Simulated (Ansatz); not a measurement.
# N on Nb(110): change of the work function, part 3 of 4

Wanted: Δφ(θ) for N/Nb(110), starting from the longbridge site.

Ansatz 0.2.0; plane-wave DFT, LDA, Ansatz PAW (the session's first sound run).

So far, work function, upper face (eV): step 2 (the clean slab) 4.69; step 3 (17 atoms, coverage 0.25 ML, cell 2x2) 4.52.

### Step 4. The covered slab, k-mesh 6×6×1, coverage 0.5 ML

System of this step: Nb8N (N/Nb(110)). The cell holds 18 atoms: 16 Nb and 2 N. Cell: a = 5.716 Å, b = 5.716 Å, c = 26.421 Å, α = 90.0°, β = 90.0°, γ = 70.5°. Vacuum lies along c.

Another coverage, to see how the dipoles act on each other as their distance changes.

Input file input.yaml:

```yaml
crystal:
  lattice:
    - [4.6669047558, -3.3, 0.0]
    - [4.6669047558, 3.3, 0.0]
    - [0.0, 0.0, 26.4207747904]
  atoms:
    - { symbol: Nb, position: [0.0, 0.0, 0.3406410323] }
    - { symbol: Nb, position: [0.25, 0.25, 0.4289598798] }
    - { symbol: Nb, position: [0.0, 0.0, 0.5149312978] }
    - { symbol: Nb, position: [0.25, 0.25, 0.596025471] }
    - { symbol: Nb, position: [0.0, 0.5, 0.3406410323] }
    - { symbol: Nb, position: [0.25, 0.75, 0.4289598798] }
    - { symbol: Nb, position: [0.0, 0.5, 0.5149312978] }
    - { symbol: Nb, position: [0.25, 0.75, 0.596025471] }
    - { symbol: Nb, position: [0.5, 0.0, 0.3406410323] }
    - { symbol: Nb, position: [0.75, 0.25, 0.4289598798] }
    - { symbol: Nb, position: [0.5, 0.0, 0.5149312978] }
    - { symbol: Nb, position: [0.75, 0.25, 0.596025471] }
    - { symbol: Nb, position: [0.5, 0.5, 0.3406410323] }
    - { symbol: Nb, position: [0.75, 0.75, 0.4289598798] }
    - { symbol: Nb, position: [0.5, 0.5, 0.5149312978] }
    - { symbol: Nb, position: [0.75, 0.75, 0.596025471] }
    - { symbol: "N", position: [0.0, 0.0, 0.6593589677] }
    - { symbol: "N", position: [0.5, 0.5, 0.6593589677] }
kpoints:
  mp_grid: { grid: [6, 6, 1] }
hamiltonian:
  xc: lda
scf:
  occupations: { method: fermi_dirac, width: 0.1 }
  convergence: { dr2_threshold: 1.0e-08 }
efield:
  axis: 3
  dipole_correction: true
  ramp_position: 0.97
  ramp_width: 0.06
relax:
  f_tol: 0.02
  max_steps: 60
  constraints: [{ sites: [0, 1, 4, 5, 8, 9, 12, 13] }]
output:
  bader: true
  dos: { projected: true, e_range: [-8, 4] }
  write_potential: true
  write_density: true
  volumetric_format: npy
```

Launch:

```bash
$ ansatz run input.yaml --threads 4 --pin off --max-ram 6144MiB --backend cpu --events-out ev --progress --plain --runs-dir out
```

Numbers of over 12 decimals in the logs are rounded to 6 here.

Output:

```text
[...]
Crystal: 18 atoms, lattice volume = 813.801 Å³
Basis set: ecut = 420 eV, 15913 PW (Γ)
Bands: 131, of which v1, the nominal top of the filled ones, is band 109 counted from 1 (108 counted from 0)
Symmetry: 8 space group operations
[...]
k-points: 13 of 36
[...]
SCF iter   1: F=—  HF=-71818.557488 eV  |F-HF|=—  |Δ(HF+E_count)|=         —  Δρ=1.14e-2  dr2=1.25e1  ethr=1.77e-3  p=-0.327 e·Å  D=-7.27e-2 V/Å  ΔV_dip=1.92 eV  dr2_dipole=1.51e0  V_vac-E_F(+/−)=7.14/5.22 eV  ⟨swp⟩=8.6  Hψ=8713  notcnv=0
[...]
SCF iter   9: F=-71818.212290 eV  HF=-71818.212290 eV  |F-HF|=9.02e-10  |Δ(HF+E_count)|=   1.64e-8  Δρ=5.27e-7  dr2=2.82e-9  ethr=4.59e-12  p=-0.393 e·Å  D=-8.74e-2 V/Å  ΔV_dip=2.31 eV  dr2_dipole=1.14e-10  V_vac-E_F(+/−)=7.10/4.79 eV  ⟨swp⟩=12.1  Hψ=13128  notcnv=0
SCF 1 converged in 9 iterations: F = -71818.212290 eV  dr2 = 2.82e-9
[...]
relax step   1: F+E_penalty+E_count = -71818.21229038 eV  Δ(F+E_penalty+E_count) = +0.000e0 eV  max|allowed force component| = 5.621e0 eV/Å  Δτ_max = 0.0000 Å  (9 SCF iters, accepted)
[...]
SCF iter   9: F=-71821.595606 eV  HF=-71821.595606 eV  |F-HF|=2.47e-9  |Δ(HF+E_count)|=   5.44e-8  Δρ=4.30e-7  dr2=3.93e-9  ethr=4.59e-12  p=-0.287 e·Å  D=-6.38e-2 V/Å  ΔV_dip=1.69 eV  dr2_dipole=8.49e-10  V_vac-E_F(+/−)=6.49/4.81 eV  ⟨swp⟩=11.2  Hψ=12797  notcnv=0
SCF 2 converged in 9 iterations: F = -71821.595606 eV  dr2 = 3.93e-9
[...]
relax step   2: F+E_penalty+E_count = -71821.59560608 eV  Δ(F+E_penalty+E_count) = -3.383e0 eV  max|allowed force component| = 4.177e0 eV/Å  Δτ_max = 0.1949 Å  (9 SCF iters, accepted)
[...]
SCF iter   9: F=-71823.242562 eV  HF=-71823.242562 eV  |F-HF|=9.60e-10  |Δ(HF+E_count)|=   9.05e-8  Δρ=4.35e-7  dr2=3.53e-9  ethr=4.59e-12  p=-0.146 e·Å  D=-3.25e-2 V/Å  ΔV_dip=0.86 eV  dr2_dipole=6.17e-10  V_vac-E_F(+/−)=5.67/4.81 eV  ⟨swp⟩=10.8  Hψ=12698  notcnv=0
SCF 3 converged in 9 iterations: F = -71823.242562 eV  dr2 = 3.53e-9
relax step   3: F+E_penalty+E_count = -71823.24256229 eV  Δ(F+E_penalty+E_count) = -1.647e0 eV  max|allowed force component| = 1.165e0 eV/Å  Δτ_max = 0.1947 Å  (9 SCF iters, accepted)
[...]
relax step   4: F+E_penalty+E_count = -71823.78501964 eV  Δ(F+E_penalty+E_count) = -5.425e-1 eV  max|allowed force component| = 2.582e-1 eV/Å  Δτ_max = 0.1946 Å  (9 SCF iters, accepted)
[...]
relax step   5: F+E_penalty+E_count = -71823.79086385 eV  Δ(F+E_penalty+E_count) = -5.844e-3 eV  max|allowed force component| = 4.225e-1 eV/Å  Δτ_max = 0.1939 Å  (9 SCF iters, accepted)
[...]
relax step   6: F+E_penalty+E_count = -71823.84058340 eV  Δ(F+E_penalty+E_count) = -4.972e-2 eV  max|allowed force component| = 6.195e-2 eV/Å  Δτ_max = 0.0776 Å  (8 SCF iters, accepted)
[...]
relax step   7: F+E_penalty+E_count = -71823.84111206 eV  Δ(F+E_penalty+E_count) = -5.287e-4 eV  max|allowed force component| = 2.277e-2 eV/Å  Δτ_max = 0.0069 Å  (7 SCF iters, accepted)
SCF iter   1: F=—  HF=-71823.841753 eV  |F-HF|=—  |Δ(HF+E_count)|=         —  Δρ=9.85e-5  dr2=1.70e-4  ethr=1.59e-6  p=-0.012 e·Å  D=-2.69e-3 V/Å  ΔV_dip=0.07 eV  dr2_dipole=1.38e-5  V_vac-E_F(+/−)=4.89/4.81 eV  ⟨swp⟩=2.0  Hψ=2258  notcnv=0
[...]
SCF iter   6: F=-71823.841171 eV  HF=-71823.841171 eV  |F-HF|=5.09e-10  |Δ(HF+E_count)|=   4.10e-9  Δρ=2.81e-7  dr2=1.05e-9  ethr=4.59e-12  p=-0.012 e·Å  D=-2.62e-3 V/Å  ΔV_dip=0.07 eV  dr2_dipole=5.26e-12  V_vac-E_F(+/−)=4.88/4.82 eV  ⟨swp⟩=9.0  Hψ=10280  notcnv=0
SCF 8 converged in 6 iterations: F = -71823.841171 eV  dr2 = 1.05e-9
relax step   8: F+E_penalty+E_count = -71823.84117089 eV  Δ(F+E_penalty+E_count) = -5.883e-5 eV  max|allowed force component| = 9.916e-4 eV/Å  Δτ_max = 0.0016 Å  (6 SCF iters, accepted)
[...]
SCF converged after 6 iterations
Free energy (F): -71823.841171 eV
[...]
Internal energy: -71823.222332 eV  (E = F + TS)
E sigma→0 (E₀):  -71823.531751 eV
Entropy (-TS):   -0.618839 eV (-34.380 meV/atom)
Fermi energy:    3.438651 eV
Dipole field:    D = -0.002622 V/Å  (p = -0.011793 e·Å, saw-weighted, corrected)
Work function:   Φ+ = 4.8843 eV   Φ− = 4.8151 eV
[...]
--- Forces (eV/Å), atoms counted from 1 ---
  atom   1  Nb    -0.00000000     0.00000000     0.74376801
  atom   2  Nb     0.00000000     0.00000000    -0.49804965
  atom   3  Nb    -0.00000000     0.00000000     0.00003392
  atom   4  Nb     0.00000000    -0.00000000    -0.00099162
  atom   5  Nb    -0.00000000    -0.00000000     0.55995521
  atom   6  Nb     0.00000000    -0.00000000    -0.80458903
  atom   7  Nb     0.00000000     0.00000000    -0.00066543
  atom   8  Nb     0.00000000     0.00000000    -0.00000360
  atom   9  Nb    -0.00000000    -0.00000000     0.55995521
  atom  10  Nb     0.00000000    -0.00000000    -0.80458903
  atom  11  Nb     0.00000000     0.00000000    -0.00066543
  atom  12  Nb     0.00000000     0.00000000    -0.00000360
  atom  13  Nb    -0.00000000     0.00000000     0.74376801
  atom  14  Nb     0.00000000     0.00000000    -0.49804965
  atom  15  Nb    -0.00000000     0.00000000     0.00003392
  atom  16  Nb     0.00000000    -0.00000000    -0.00099162
  atom  17  N     -0.00000000     0.00000000     0.00080618
  atom  18  N     -0.00000000     0.00000000     0.00080618
  max |Σ_I F_I| component: 5.28e-4 eV/Å
--- Band table (eV; the first three rows and the last of 13) ---
  k-point 0: bands = [... 105 lower, 3.5393, 3.6676, 3.7010, 3.7184, 3.9961, 4.0157, 4.4028, 4.4315, ... 18 higher]
  k-point 1: bands = [... 105 lower, 3.4768, 3.4773, 3.5595, 3.6988, 3.7177, 3.9618, 4.2933, 4.4054, ... 18 higher]
  k-point 2: bands = [... 105 lower, 3.0697, 3.1743, 3.3139, 3.3915, 3.5075, 3.6277, 3.7814, 3.7925, ... 18 higher]
  k-point 12: bands = [... 105 lower, 2.9298, 3.2112, 3.4900, 3.5521, 3.5886, 3.5915, 3.6679, 3.7385, ... 18 higher]
--- Relaxed structure (8 steps of the walk, 8 accepted, 0 SCFs on fresh bases) ---
  F+E_penalty+E_count = -71823.84117089 eV   max|allowed force component| = 9.916e-4 eV/Å
  atoms:
    - { symbol: Nb, position: [0.0, 0.0, 0.340641] }
    - { symbol: Nb, position: [0.25, 0.25, 0.428960] }
    - { symbol: Nb, position: [9.384749065159925e-19, 9.38474906515991e-19, 0.508959] }
    - { symbol: Nb, position: [0.25, 0.25, 0.606189] }
    - { symbol: Nb, position: [-5.551115123125783e-17, 0.5, 0.340641] }
    - { symbol: Nb, position: [0.25, 0.75, 0.428960] }
    - { symbol: Nb, position: [-5.551115123125783e-17, 0.5, 0.517874] }
    - { symbol: Nb, position: [0.25, 0.75, 0.595554] }
    - { symbol: Nb, position: [0.5, -5.551115123125783e-17, 0.340641] }
    - { symbol: Nb, position: [0.75, 0.25, 0.428960] }
    - { symbol: Nb, position: [0.5, -5.551115123125783e-17, 0.517874] }
    - { symbol: Nb, position: [0.75, 0.25, 0.595554] }
    - { symbol: Nb, position: [0.5, 0.5, 0.340641] }
    - { symbol: Nb, position: [0.75, 0.75, 0.428960] }
    - { symbol: Nb, position: [0.5, 0.5, 0.508959] }
    - { symbol: Nb, position: [0.75, 0.75, 0.606189] }
    - { symbol: N, position: [4.1353931898677865e-18, 4.135393189867777e-18, 0.633041] }
    - { symbol: N, position: [0.5, 0.5, 0.633041] }
--- Bader charges: 18 sites ---
  site symbol  charge [e]  shift [e]
     0     Nb     -0.0594     0.0000
     1     Nb      0.0980     0.0000
     2     Nb     -0.0247     0.0000
     3     Nb      0.4173     0.0005
     4     Nb     -0.0838     0.0000
     5     Nb      0.0406     0.0000
     6     Nb      0.1323     0.0000
     7     Nb      0.8812     0.0035
     8     Nb     -0.0838     0.0000
     9     Nb      0.0406     0.0000
    10     Nb      0.1324     0.0000
    11     Nb      0.8812     0.0035
    12     Nb     -0.0594     0.0000
    13     Nb      0.0980     0.0000
    14     Nb     -0.0247     0.0000
    15     Nb      0.4173     0.0005
    16      N     -1.4014     0.0030
    17      N     -1.4014     0.0030
  estimated error of the sums over rays = 6.8e-4 e
```

It took 5.5 min on 4 threads of Arm Neoverse V2, shared host; peak memory 2.9 GiB; 21 min of CPU time.

Relaxation path:

| step | energy less that of the first step (eV) | largest force component (eV/Å) |
| --- | --- | --- |
| 1 | 0.0000 | 5.6212 |
| 2 | -3.3833 | 4.1772 |
| 3 | -5.0303 | 1.1653 |
| 4 | -5.5727 | 0.2582 |
| 5 | -5.5786 | 0.4225 |
| 6 | -5.6283 | 0.0620 |
| 7 | -5.6288 | 0.0228 |
| 8 | -5.6289 | 0.0010 |

Forces are held to the 8 operations that the run works with; a distortion that breaks them can't arise in this run.

The atoms that moved most (Å):

| atom | dx | dy | dz | length |
| --- | --- | --- | --- | --- |
| N18 | 0.000 | 0.000 | -0.695 | 0.695 |
| N17 | 0.000 | 0.000 | -0.695 | 0.695 |
| Nb4 | 0.000 | 0.000 | 0.269 | 0.269 |
| Nb16 | 0.000 | 0.000 | 0.269 | 0.269 |
| Nb15 | 0.000 | 0.000 | -0.158 | 0.158 |
| Nb3 | 0.000 | 0.000 | -0.158 | 0.158 |
| Nb7 | 0.000 | 0.000 | 0.078 | 0.078 |
| Nb11 | 0.000 | 0.000 | 0.078 | 0.078 |

Final coordinates:

```xyz
18
Lattice="4.6669 -3.3000 0.0000 4.6669 3.3000 0.0000 0.0000 0.0000 26.4208" Properties=species:S:1:pos:R:3
Nb    0.0000    0.0000    9.0000
Nb    2.3335    0.0000   11.3335
Nb    0.0000    0.0000   13.4471
Nb    2.3335    0.0000   16.0160
Nb    2.3335    1.6500    9.0000
Nb    4.6669    1.6500   11.3335
Nb    2.3335    1.6500   13.6826
Nb    4.6669    1.6500   15.7350
Nb    2.3335   -1.6500    9.0000
Nb    4.6669   -1.6500   11.3335
Nb    2.3335   -1.6500   13.6826
Nb    4.6669   -1.6500   15.7350
Nb    4.6669    0.0000    9.0000
Nb    7.0004    0.0000   11.3335
Nb    4.6669    0.0000   13.4471
Nb    7.0004    0.0000   16.0160
N     0.0000    0.0000   16.7254
N     4.6669    0.0000   16.7254
```

Numbers from this step:

- energy at zero smearing: -71823.5318 eV
- work function, upper face: 4.884 eV
- work function, lower face: 4.815 eV
- dipole along the normal: -0.01179 e·Å
- step between the vacuum levels: 0.06928 eV

The density of states has structure finer than the step of the table below, so its rows give means over 0.2 eV, whole bins alone (the curve runs from -8 to 1.65 eV). Peaks (eV: height): -2.20: 31.8, -1.71: 34.6, -1.62: 29.0, -1.56: 28.4, -1.38: 40.9, -1.05: 32.1, -0.54: 29.3.

Density of states against energy, zero at the Fermi level; means over each step:

| energy (eV) | density of states (states/eV a cell) |
| --- | --- |
| -6.2 | 0 |
| -6.0 | 0.0442 |
| -5.8 | 1.23 |
| -5.6 | 1.50 |
| -5.4 | 3.60 |
| -5.2 | 6.92 |
| -5.0 | 7.57 |
| -4.8 | 6.29 |
| -4.6 | 5.47 |
| -4.4 | 10.4 |
| -4.2 | 8.59 |
| -4.0 | 7.02 |
| -3.8 | 4.62 |
| -3.6 | 9.11 |
| -3.4 | 15.6 |
| -3.2 | 21.2 |
| -3.0 | 16.5 |
| -2.8 | 18.7 |
| -2.6 | 19.7 |
| -2.4 | 17.3 |
| -2.2 | 21.7 |
| -2.0 | 14.5 |
| -1.8 | 16.5 |
| -1.6 | 25.1 |
| -1.4 | 27.1 |
| -1.2 | 17.5 |
| -1.0 | 21.7 |
| -0.8 | 22.3 |
| -0.6 | 26.3 |
| -0.4 | 24.5 |
| -0.2 | 21.4 |
| 0.0 | 19.2 |
| 0.2 | 18.7 |
| 0.4 | 12.9 |
| 0.6 | 12.4 |
| 0.8 | 14.6 |
| 1.0 | 15.1 |
| 1.2 | 12.4 |
| 1.4 | 14.0 |

Projected DOS per atom over height of the atomic layer and energy from the Fermi level. Layers: Nb4 Nb4 Nb4 Nb4 N2 from below.

Values in states/eV, 22 rows by 5 columns, each cell a mean:
```
1.22 0.59 0.62 0.85 0.11
0.98 0.61 0.59 1.10 0.31
1.09 0.53 0.54 0.75 0.21
1.40 0.83 0.87 1.08 0.21
1.89 1.13 1.15 1.26 0.21
2.00 1.18 1.41 1.16 0.26
1.53 1.39 1.39 1.05 0.18
1.50 1.83 1.58 0.74 0.21
0.89 0.90 1.18 0.96 0.60
1.31 1.28 1.08 0.83 0.38
0.85 1.39 1.25 0.65 0.53
0.66 1.28 1.22 0.63 0.69
0.23 0.27 0.29 0.31 0.72
0.13 0.16 0.23 0.81 2.03
0.06 0.12 0.15 0.56 1.28
0.04 0.10 0.17 0.64 1.36
0.01 0.03 0.03 0.23 0.41
0.00 0.00 0.00 0.03 0.05
0.00 0.00 0.00 0.00 0.00
0.00 0.00 0.00 0.00 0.00
0.00 0.00 0.00 0.00 0.00
0.00 0.00 0.00 0.00 0.00
```
Columns: height of the atomic layer (Å) from 9 to 16.7 (not evenly spaced); rows upwards: energy from the Fermi level (eV) from -7.96 to 1.65.

The relaxation took 8 steps and lowered the energy by 5.6 eV; the largest force on the free atoms ends at 9.9e-4 eV/Å.

The covered face has 4.88 eV, +0.19 eV against the clean one; the bare back face has moved by +0.03 eV, a measure of how thin the slab is.

### Step 5. The covered slab, k-mesh 11×11×1, coverage 1 ML

System of this step: Nb4N (N/Nb(110)). The cell holds 5 atoms: 4 Nb and 1 N. Cell: a = 2.858 Å, b = 2.858 Å, c = 26.421 Å, α = 90.0°, β = 90.0°, γ = 70.5°. Vacuum lies along c.

Another coverage, to see how the dipoles act on each other as their distance changes.

input.yaml, the sections that differ from step 4:

```yaml
crystal:
  lattice:
    - [2.3334523779, -1.65, 0.0]
    - [2.3334523779, 1.65, 0.0]
    - [0.0, 0.0, 26.4207747904]
  atoms:
    - { symbol: Nb, position: [0.0, 0.0, 0.3406410323] }
    - { symbol: Nb, position: [0.5, 0.5, 0.4289598798] }
    - { symbol: Nb, position: [0.0, 0.0, 0.5149312978] }
    - { symbol: Nb, position: [0.5, 0.5, 0.596025471] }
    - { symbol: "N", position: [0.0, 0.0, 0.6593589677] }
kpoints:
  mp_grid: { grid: [11, 11, 1] }
relax:
  f_tol: 0.02
  max_steps: 60
  constraints: [{ sites: [0, 1] }]
output:
  bader: true
  write_potential: true
  write_density: true
  volumetric_format: npy
# hamiltonian, scf, efield: as in step 4
```

Output:

```text
[...]
Crystal: 5 atoms, lattice volume = 203.450 Å³
Basis set: ecut = 420 eV, 3987 PW (Γ)
Bands: 35, of which v1, the nominal top of the filled ones, is band 29 counted from 1 (28 counted from 0)
Symmetry: 4 space group operations
[...]
k-points: 36 of 121
[...]
- { symbol: Nb, position: [0.5, 0.5, 0.604776] }
    - { symbol: N, position: [6.017675819442977e-18, 6.017675819442965e-18, 0.640211] }
--- Bader charges: 5 sites ---
  site symbol  charge [e]  shift [e]
     0     Nb     -0.0714     0.0000
     1     Nb      0.0693     0.0000
     2     Nb      0.0472     0.0000
     3     Nb      1.1741     0.0043
     4      N     -1.2191     0.0043
  estimated error of the sums over rays = 5.8e-4 e
[key lines of the parts left out:]
SCF converged after 7 iterations
Free energy (F): -18143.222806 eV
Fermi energy:    3.151827 eV
Dipole field:    D = -0.059951 V/Å  (p = -0.067405 e·Å, saw-weighted, corrected)
Work function:   Φ+ = 6.4079 eV   Φ− = 4.8239 eV
```

It took 41 s on 4 threads; peak memory 0.55 GiB.

Step by step:

| step | energy less that of the first step (eV) | largest force component (eV/Å) |
| --- | --- | --- |
| 1 | 0.0000 | 5.7727 |
| 2 | -1.8386 | 3.9798 |
| 3 | -2.3006 | 3.1225 |
| 4 | -2.5433 | 1.9309 |
| 5 | -2.6181 | 0.6656 |
| 6 | -2.6494 | 0.0288 |
| 7 | -2.6495 | 0.0126 |

The run keeps the 4 symmetry operations that it works with, so distortions that break them were not tested.

The atoms that moved most (Å):

| atom | dx | dy | dz | length |
| --- | --- | --- | --- | --- |
| N5 | 0.000 | 0.000 | -0.506 | 0.506 |
| Nb4 | 0.000 | 0.000 | 0.231 | 0.231 |
| Nb3 | 0.000 | 0.000 | -0.069 | 0.069 |

Final coordinates:

```xyz
5
Lattice="2.3335 -1.6500 0.0000 2.3335 1.6500 0.0000 0.0000 0.0000 26.4208" Properties=species:S:1:pos:R:3
Nb    0.0000    0.0000    9.0000
Nb    2.3335    0.0000   11.3335
Nb    0.0000    0.0000   13.5357
Nb    2.3335    0.0000   15.9786
N     0.0000    0.0000   16.9149
```

Running mean over 2.333 Å of the planar mean; the ramp of the sawtooth is left out. Electron's electrostatic potential energy less the Fermi level against z:

| z (Å) | electron's electrostatic potential energy less the Fermi level (eV) |
| --- | --- |
| 3.5 | 4.82 |
| 4.0 | 4.82 |
| 4.5 | 4.82 |
| 5.0 | 4.81 |
| 5.5 | 4.76 |
| 6.0 | 4.64 |
| 6.5 | 4.25 |
| 7.0 | 3.08 |
| 7.5 | -0.249 |
| 8.0 | -5.63 |
| 8.5 | -9.67 |
| 9.0 | -10.8 |
| 9.5 | -10.9 |
| 10.0 | -10.8 |
| 10.5 | -10.8 |
| 11.0 | -10.8 |
| 11.5 | -11.1 |
| 12.0 | -11.8 |
| 12.5 | -12.1 |
| 13.0 | -11.6 |
| 13.5 | -10.9 |
| 14.0 | -10.6 |
| 14.5 | -10.1 |
| 15.0 | -10.3 |
| 15.5 | -11.9 |
| 16.0 | -14.0 |
| 16.5 | -13.2 |
| 17.0 | -8.62 |
| 17.5 | -2.63 |
| 18.0 | 2.28 |
| 18.5 | 5.37 |
| 19.0 | 6.23 |
| 19.5 | 6.38 |
| 20.0 | 6.40 |
| 20.5 | 6.41 |
| 21.0 | 6.41 |
| 21.5 | 6.41 |
| 22.0 | 6.41 |
| 22.5 | 6.41 |
| 23.0 | 6.41 |

The relaxation took 7 steps and lowered the energy by 2.6 eV; the largest force on the free atoms ends at 0.013 eV/Å.

The covered face has 6.41 eV, +1.72 eV against the clean one; the bare back face has moved by +0.04 eV, a measure of how thin the slab is.

### Step 6. Work function against coverage

This step: plane-wave DFT, LDA, Ansatz PAW; work function against coverage (Ansatz 0.2.0).

The runs are now put side by side.

This step gave:

```yaml
work_function_of_the_clean_face: 4.691 eV
largest_change_of_the_work_function: 1.717 eV
```

Work function of the covered face against coverage:

| coverage (adsorbates/nm²) | work function of the covered face (eV) |
| --- | --- |
| 0.00 | 4.69 |
| 3.25 | 4.52 |
| 6.49 | 4.88 |
| 12.99 | 6.41 |

The dipole per adsorbate comes from the change of the cell's dipole. Coverage, by row:

| coverage (1/nm²) | coverage (ML) | work function (eV) | change (eV) | dipole per adsorbate, positive end outwards (debye) | mean height of the added atoms over the highest substrate atom (Å) |
| --- | --- | --- | --- | --- | --- |
| 3.247 | 0.25 | 4.523 | -0.1681 | 0.162 | -0.02492 |
| 6.493 | 0.5 | 4.884 | 0.1931 | -0.068 | 0.7094 |
| 12.99 | 1 | 6.408 | 1.717 | -0.343 | 0.9362 |

(Continued in part 4 of 4.)

[Logs are printed without paths, hosts, clocks, repeated set-up lines and the standing remarks that a program may print on its own settings, such as how far it seeks lower states.]

[Hosts, paths, dates, database ids (printed as entryN), source tags and the programs' standing remarks are cut or masked in the printed files.]

[Maps of the electrostatic potential energy from Ansatz leave out the sawtooth potential of an applied field or a dipole correction, so their vacuum need not be flat; planar profiles and work functions include it.]

[The density of states shown here was stored with 400 of the rows of the run's finer table, so its peaks can read low, often by over a quarter, or be missed, and its means over a window can be off by a tenth or more.]
